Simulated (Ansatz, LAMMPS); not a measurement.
# Relaxing a frame of liquid dimethyl carbonate from 300 K (108 atoms)

How does a frame of liquid dimethyl carbonate from 300 K (108 atoms) relax, and what do bonds, charges and levels look like afterwards?

Program: Ansatz 0.2.0. Level of theory: Kohn-Sham DFT, PBE+D4, PAW (set soft_2), plane waves. Results are calculated unless marked as measured.

Report form: the programs' logs are mostly left out.

## (1) Starting point

The cell holds 108 atoms: 27 C, 27 O and 54 H. Cell: a = 10.785 Å, b = 10.785 Å, c = 10.785 Å, α = 90.0°, β = 90.0°, γ = 90.0°. 9 dimethyl carbonate placed at random, at 1.07 g/cm³; overlaps pushed apart, then 10 ps at 400 K with MMFF94 bonds, angles, torsions, charges and radii (Halgren, J. Comput. Chem. 17, 490 (1996)) in harmonic and 12-6 forms. Snapshot after 20 ps at 300 K and fixed volume.

What the set-up can't give: The network of contacts between molecules at the start is that of the classical potential that made the cell. The density was typed from a rule of thumb and may lie off the real one at this temperature. The Brillouin zone is sampled at Γ only, in a cell whose shortest periodic width is 11 Å.

## (2) The classical run that made the cell

A classical potential supplies the starting structure, since it reaches far longer times than DFT.

This step: classical MD, MMFF94 bonds, angles, torsions, charges and radii (Halgren, J. Comput. Chem. 17, 490 (1996)) in harmonic and 12-6 forms (LAMMPS 22 Jul 2025 - Update 4).

Contents of in.lmp:

```
# liquid dimethyl carbonate
units real
atom_style full
boundary p p p
bond_style harmonic
angle_style harmonic
dihedral_style opls
improper_style harmonic
special_bonds lj 0 0 0.5 coul 0 0 0.75
read_data data.lmp
neigh_modify delay 0 every 1 check yes one 4000
comm_modify cutoff 12.0
timestep 0.5
thermo_style custom step time temp pe press density
thermo_modify norm yes
# push overlapping molecules apart
pair_style soft 2.6
pair_coeff * * 0.0
variable a equal ramp(1,60)
fix ad all adapt 1 pair soft a * * v_a
velocity all create 400 634379 mom yes dist gaussian
fix lim all nve/limit 0.03
fix lan all langevin 400 400 50 634380 zero yes
thermo 1000
run 3000 post no
unfix ad
pair_style lj/cut/coul/long 9.0
pair_modify mix arithmetic tail yes
pair_coeff 1 1 0.0678 3.3680   # C
pair_coeff 2 2 0.0763 3.0430   # O
pair_coeff 3 3 0.0678 3.4070   # C
pair_coeff 4 4 0.0763 2.9870   # O
pair_coeff 5 5 0.0216 2.5400   # H
kspace_style pppm 1.0e-4
# [... 17 lines left out ...]
compute msd all msd com yes
thermo 5000
fix md all nvt temp 300 300 100
run 20000 post no
print "== T300: mean square displacement over the hold $(c_msd[4]:%.2f) A^2"
unfix md
uncompute msd
write_dump all custom T300.dump id type xs ys zs modify sort id
```

Launch:

```sh
> lmp -in in.lmp -log none -nocite
```

Run time: 7.3 s. Hardware: 1 thread of AMD EPYC 9R45, shared host; peak memory 0.12 GiB.

The input also reads data.lmp (atoms, bonds and types; not printed here).

## (3) Single point at the start

The forces at the start show how far the geometry lies from a minimum of this functional.

Contents of input.yaml:

```yaml
crystal:
  lattice:
    - [10.78542, 0.0, 0.0]
    - [0.0, 10.78542, 0.0]
    - [0.0, 0.0, 10.78542]
  atoms:
    - { symbol: C, position: [0.71171, 0.12376, 0.19962] }
    - { symbol: O, position: [0.70275, 0.01798, 0.11732] }
    - { symbol: C, position: [0.60052, 0.03146, 0.04044] }
    - { symbol: O, position: [0.51587, 0.10675, 0.05252] }
    - { symbol: O, position: [0.59039, 0.92681, 0.96769] }
    - { symbol: C, position: [0.47745, 0.91908, 0.90127] }
    - { symbol: H, position: [0.79784, 0.11544, 0.25325] }
    - { symbol: H, position: [0.69146, 0.21138, 0.14428] }
    - { symbol: H, position: [0.62992, 0.11797, 0.26849] }
    - { symbol: H, position: [0.45796, 0.82768, 0.87568] }
    - { symbol: H, position: [0.40453, 0.9324, 0.97102] }
    - { symbol: H, position: [0.47242, 0.98483, 0.82204] }
    - { symbol: C, position: [0.22536, 0.09209, 0.37043] }
    - { symbol: O, position: [0.20646, 0.09519, 0.49925] }
    - { symbol: C, position: [0.15646, 0.20558, 0.53595] }
    - { symbol: O, position: [0.13656, 0.2948, 0.47223] }
    - { symbol: O, position: [0.1166, 0.1863, 0.65319] }
    - { symbol: C, position: [0.03532, 0.28313, 0.69746] }
    - { symbol: H, position: [0.2502, 0.9993, 0.35676] }
    - { symbol: H, position: [0.13846, 0.12304, 0.31974] }
    - { symbol: H, position: [0.2927, 0.16524, 0.33956] }
    - { symbol: H, position: [0.94507, 0.25636, 0.65904] }
    - { symbol: H, position: [0.02977, 0.28375, 0.79917] }
    - { symbol: H, position: [0.06047, 0.37531, 0.67048] }
    - { symbol: C, position: [0.03357, 0.59722, 0.78016] }
    - { symbol: O, position: [0.04664, 0.62335, 0.65811] }
    - { symbol: C, position: [0.94639, 0.58432, 0.58488] }
    - { symbol: O, position: [0.86045, 0.52223, 0.62144] }
    - { symbol: O, position: [0.95903, 0.62486, 0.4667] }
    - { symbol: C, position: [0.86539, 0.57193, 0.38865] }
    - { symbol: H, position: [0.96043, 0.52903, 0.80779] }
    - { symbol: H, position: [0.12068, 0.55557, 0.82012] }
    - { symbol: H, position: [0.01791, 0.67632, 0.83584] }
    - { symbol: H, position: [0.8668, 0.47073, 0.3931] }
    - { symbol: H, position: [0.7703, 0.59936, 0.41167] }
    - { symbol: H, position: [0.88872, 0.59513, 0.29364] }
    - { symbol: C, position: [0.52641, 0.94394, 0.49417] }
    - { symbol: O, position: [0.6306, 0.89592, 0.44337] }
    - { symbol: C, position: [0.73784, 0.9322, 0.50465] }
    - { symbol: O, position: [0.74806, 0.99909, 0.59648] }
    - { symbol: O, position: [0.83221, 0.88147, 0.4325] }
    - { symbol: C, position: [0.94335, 0.92043, 0.47861] }
    - { symbol: H, position: [0.5201, 0.03332, 0.44712] }
    - { symbol: H, position: [0.44367, 0.89259, 0.46047] }
    - { symbol: H, position: [0.53811, 0.95057, 0.5919] }
    - { symbol: H, position: [0.97271, 0.85482, 0.54813] }
    - { symbol: H, position: [0.00657, 0.92202, 0.4082] }
    - { symbol: H, position: [0.93974, 0.01244, 0.51486] }
    - { symbol: C, position: [0.20769, 0.73617, 0.22032] }
    - { symbol: O, position: [0.18754, 0.6018, 0.22882] }
    - { symbol: C, position: [0.11831, 0.55807, 0.13277] }
    - { symbol: O, position: [0.06391, 0.62267, 0.05555] }
    - { symbol: O, position: [0.09894, 0.43199, 0.14722] }
    - { symbol: C, position: [0.99869, 0.38701, 0.06786] }
    - { symbol: H, position: [0.23743, 0.76159, 0.31508] }
    - { symbol: H, position: [0.28523, 0.76595, 0.16493] }
    - { symbol: H, position: [0.12286, 0.78122, 0.19331] }
    - { symbol: H, position: [0.91549, 0.43644, 0.08032] }
    - { symbol: H, position: [0.02658, 0.3934, 0.97042] }
    - { symbol: H, position: [0.97968, 0.28811, 0.09397] }
    - { symbol: C, position: [0.32478, 0.60255, 0.54006] }
    - { symbol: O, position: [0.32958, 0.67341, 0.64978] }
    - { symbol: C, position: [0.26165, 0.7803, 0.65234] }
    - { symbol: O, position: [0.20253, 0.81876, 0.56138] }
    - { symbol: O, position: [0.27382, 0.83575, 0.76624] }
    - { symbol: C, position: [0.19576, 0.94082, 0.77271] }
    - { symbol: H, position: [0.40984, 0.61994, 0.48524] }
    - { symbol: H, position: [0.32838, 0.50281, 0.56702] }
    - { symbol: H, position: [0.24343, 0.61043, 0.48255] }
    - { symbol: H, position: [0.23763, 0.02624, 0.73064] }
    - { symbol: H, position: [0.10288, 0.91682, 0.74806] }
    - { symbol: H, position: [0.18864, 0.95706, 0.87054] }
    - { symbol: C, position: [0.54404, 0.68535, 0.21773] }
    - { symbol: O, position: [0.48532, 0.64103, 0.10836] }
    - { symbol: C, position: [0.51233, 0.51651, 0.09137] }
    - { symbol: O, position: [0.57732, 0.45103, 0.15426] }
    - { symbol: O, position: [0.43496, 0.47755, 0.00352] }
    - { symbol: C, position: [0.4368, 0.35064, 0.97541] }
    [... 24 atom lines left out ...]
    - { symbol: H, position: [0.79468, 0.26056, 0.82161] }
    - { symbol: H, position: [0.6745, 0.36546, 0.81587] }
    - { symbol: H, position: [0.62919, 0.21147, 0.81992] }
    - { symbol: H, position: [0.43234, 0.22217, 0.45145] }
    - { symbol: H, position: [0.44587, 0.3808, 0.43854] }
    - { symbol: H, position: [0.5082, 0.28425, 0.31758] }
kpoints:
  mp_grid: { grid: [1, 1, 1] }
hamiltonian:
  xc: pbe
  dispersion: d4
scf:
  occupations: { method: fixed }
output:
  forces: true
  stress: true
  populations: true
  dos:
    method: { smearing: { sigma: 0.1 } }
    de: 0.1
    projected: { site_lists: { C: [C], H: [H], O: [O] } }
  eigenvalues: true
```

Launch:

```sh
> ansatz run input.yaml --threads 4 --pin off --max-ram 8192MiB --backend cpu --events-out ev --progress --plain --runs-dir out
```

Run time: 4.8 s. Hardware: 4 threads of AMD EPYC 9R45, shared host; peak memory 1.3 GiB.

The run gave:

```
free energy                                      : -22946.1006 eV
free energy per atom                             : -212.4639 eV/atom
SCF cycles                                       : 10
pressure                                         : 0.6288 GPa
r.m.s. force component                           : 0.8993 eV/Å
longest force                                    : 4.143 eV/Å
Fermi energy                                     : -1.851 eV
gap (highest filled to lowest empty level) : 5.136 eV
spilling of the projection                       : 0.01384
```

The r.m.s. force component of 0.90 eV/Å and the pressure of 0.63 GPa set the starting point.

Neighbours are counted within 1.34 Å (H-C), 1.73 Å (C-O).

Length of the force by element and coordination:

| element | coordination | atoms | mean length of the force (eV/Å) | spread | least | most |
| --- | --- | --- | --- | --- | --- | --- |
| C | all | 27 | 1.83 | 0.737 | 0.649 | 4.14 |
| C | 3 | 9 | 1.52 | 0.545 | 0.703 | 2.40 |
| C | 4 | 18 | 1.98 | 0.772 | 0.649 | 4.14 |
| H | all | 54 | 0.934 | 0.551 | 0.0758 | 3.07 |
| O | all | 27 | 1.64 | 0.888 | 0.234 | 3.85 |
| O | 1 | 9 | 1.21 | 0.677 | 0.234 | 2.23 |
| O | 2 | 18 | 1.85 | 0.904 | 0.925 | 3.85 |

## (4) Relaxation

With the cell held, the atoms are moved downhill towards a nearby minimum.

input.yaml, the sections that differ from step 3:

```yaml
output:
  forces: true
relax:
  f_tol: 0.05
  max_steps: 200
# crystal, kpoints, hamiltonian, scf: as in step 3
```

Run time: 2 min. Hardware: 4 threads; peak memory 1.2 GiB.

The steps of the relaxation (22 of 45):

| step | energy less that of the first step (eV) | largest force component (eV/Å) |
| --- | --- | --- |
| 1 | 0.0000 | 3.5581 |
| 3 | -3.7695 | 0.9430 |
| 5 | -4.1775 | 0.2954 |
| 7 | -4.3030 | 0.7581 |
| 9 | -4.3956 | 0.7324 |
| 11 | -4.5108 | 0.3353 |
| 14 | -4.5936 | 0.1379 |
| 16 | -4.6443 | 0.5730 |
| 18 | -4.7016 | 0.2869 |
| 20 | -4.7482 | 0.2556 |
| 22 | -4.7778 | 0.3725 |
| 24 | -4.8081 | 0.3156 |
| 26 | -4.8306 | 0.1801 |
| 28 | -4.8443 | 0.1101 |
| 30 | -4.8530 | 0.1150 |
| 32 | -4.8570 | 0.0558 |
| 35 | -4.8612 | 0.0507 |
| 37 | -4.8628 | 0.0657 |
| 39 | -4.8640 | 0.0392 |
| 41 | -4.8656 | 0.0777 |
| 43 | -4.8675 | 0.0230 |
| 45 | -4.8689 | 0.0383 |

The atoms that moved most (Å):

| atom | dx | dy | dz | length |
| --- | --- | --- | --- | --- |
| H24 | -1.379 | -1.049 | -2.353 | 2.922 |
| O16 | -0.638 | -1.963 | -1.366 | 2.475 |
| H20 | 1.650 | -1.542 | 0.221 | 2.269 |
| H23 | -0.933 | -0.030 | -1.953 | 2.165 |
| H19 | 1.854 | 0.871 | 0.131 | 2.053 |
| C18 | -0.789 | -0.609 | -1.755 | 2.018 |
| H60 | 1.648 | -0.822 | 0.478 | 1.903 |
| H22 | -0.336 | -1.282 | -1.287 | 1.847 |

The relaxation changed the energy by -45.1 meV/atom, and atoms moved by 1.1 Å r.m.s., 2.9 Å at most.

## (5) Structure statistics after relaxation

Bonds before and after, by the cutoffs listed below:

| pair | bonds before | bonds after | mean before (Å) | mean after (Å) | spread before (Å) | spread after (Å) |
| --- | --- | --- | --- | --- | --- | --- |
| H-C | 54 | 54 | 1.092 | 1.095 | 0.028 | 0.002 |
| C-O | 45 | 45 | 1.358 | 1.359 | 0.076 | 0.084 |

Density 1.07 g/cm³, 11.62 Å³ an atom.

Pair distribution functions g(r), in bins of 0.2 Å:

| r (Å) | total | H-H | H-C | H-O | C-C | C-O | O-O |
| --- | --- | --- | --- | --- | --- | --- | --- |
| 1.00 | 4.00 | 0.00 | 16.00 | 0.00 | 0.00 | 0.00 | 0.00 |
| 1.20 | 0.52 | 0.00 | 0.00 | 0.00 | 0.00 | 4.11 | 0.00 |
| 1.40 | 1.64 | 0.00 | 0.00 | 0.00 | 0.00 | 13.05 | 0.00 |
| 1.60 | 0.00 | 0.00 | 0.00 | 0.00 | 0.00 | 0.00 | 0.00 |
| 1.80 | 1.44 | 5.76 | 0.00 | 0.00 | 0.00 | 0.00 | 0.00 |
| 2.00 | 0.99 | 0.00 | 0.00 | 3.97 | 0.00 | 0.00 | 0.00 |
| 2.20 | 0.57 | 0.00 | 0.00 | 0.45 | 0.00 | 0.00 | 7.37 |
| 2.40 | 0.39 | 0.29 | 0.00 | 0.12 | 4.52 | 0.00 | 0.00 |
| 2.60 | 1.12 | 0.69 | 1.53 | 1.52 | 0.00 | 1.53 | 0.00 |
| 2.80 | 0.79 | 0.79 | 0.41 | 1.89 | 0.00 | 0.18 | 0.00 |
| 3.00 | 0.45 | 0.68 | 0.49 | 0.61 | 0.00 | 0.08 | 0.00 |
| 3.20 | 0.91 | 0.87 | 1.58 | 0.71 | 0.00 | 0.59 | 0.81 |
| 3.40 | 0.97 | 0.95 | 1.01 | 0.83 | 0.12 | 1.69 | 0.83 |
| 3.60 | 1.00 | 0.79 | 1.16 | 0.90 | 0.42 | 1.61 | 0.96 |
| 3.80 | 1.08 | 0.66 | 1.24 | 1.63 | 1.32 | 0.67 | 0.48 |
| 4.00 | 1.07 | 1.05 | 0.98 | 1.08 | 1.90 | 1.02 | 0.77 |
| 4.20 | 1.09 | 1.19 | 0.99 | 1.22 | 2.03 | 0.62 | 0.71 |
| 4.40 | 1.04 | 1.08 | 0.79 | 1.18 | 1.33 | 0.92 | 1.14 |
| 4.60 | 1.12 | 1.05 | 1.05 | 1.10 | 1.60 | 1.04 | 1.50 |
| 4.80 | 1.30 | 1.31 | 1.66 | 1.10 | 1.01 | 1.31 | 0.83 |
| 5.00 | 1.07 | 1.02 | 1.31 | 0.85 | 1.20 | 1.12 | 0.93 |
| 5.20 | 1.08 | 1.19 | 0.94 | 1.13 | 0.86 | 1.04 | 1.21 |

Bonds by pair of elements; cutoffs follow the first minimum of g(r), held within bounds set by covalent radii, and pairs that aren't listed don't count as bonded:

| pair A-B | cutoff (Å) | bonds | mean length (Å) | spread (Å) | shortest (Å) | B about A | A about B |
| --- | --- | --- | --- | --- | --- | --- | --- |
| H-C | 1.34 | 54 | 1.09 | 0.002 | 1.09 | 1 | 2 |
| C-O | 1.73 | 45 | 1.36 | 0.084 | 1.21 | 1.67 | 1.67 |

How many atoms have how many bonded neighbours:

| element | mean | 1 | 2 | 3 | 4 |
| --- | --- | --- | --- | --- | --- |
| C | 3.67 | 0 | 0 | 9 | 18 |
| H | 1 | 54 | 0 | 0 | 0 |
| O | 1.67 | 9 | 18 | 0 | 0 |

Bond angles (no mean is given where the spread exceeds 20°):

| angle | count | mean (°) | spread (°) |
| --- | --- | --- | --- |
| H-C-H | 54 | 110 | 0.6 |
| H-C-O | 54 | 109 | 2.4 |
| O-C-O | 27 | 120 | 8.8 |
| C-O-C | 18 | 114 | 0.4 |

Bond length by coordination (bonds to H left out):

| element | coordination | atoms | mean bond length (Å) |
| --- | --- | --- | --- |
| C | 3 | 9 | 1.30 |
| C | 4 | 18 | 1.44 |
| O | 1 | 9 | 1.22 |
| O | 2 | 18 | 1.39 |

With the cutoffs above, 67 % of C atoms have 4, all H atoms have 1 and 67 % of O atoms have 2 bonded neighbours. The H-C-H angle averages 110° with a spread of 0.6°.

(Continued in part 2 of 2.)

[Logs are printed without paths, hosts, clocks, repeated set-up lines and the standing remarks that a program may print on its own settings, such as how far it seeks lower states.]

[Hosts, paths, dates, database ids (printed as entryN), source tags and the programs' standing remarks are cut or masked in the printed files.]

[The MMFF94 radii named for the starting cell were scaled by 0.96; in molecules described by MMFF94, hydrogen bound to N, O or S took a small fixed 12-6 site in their place.]
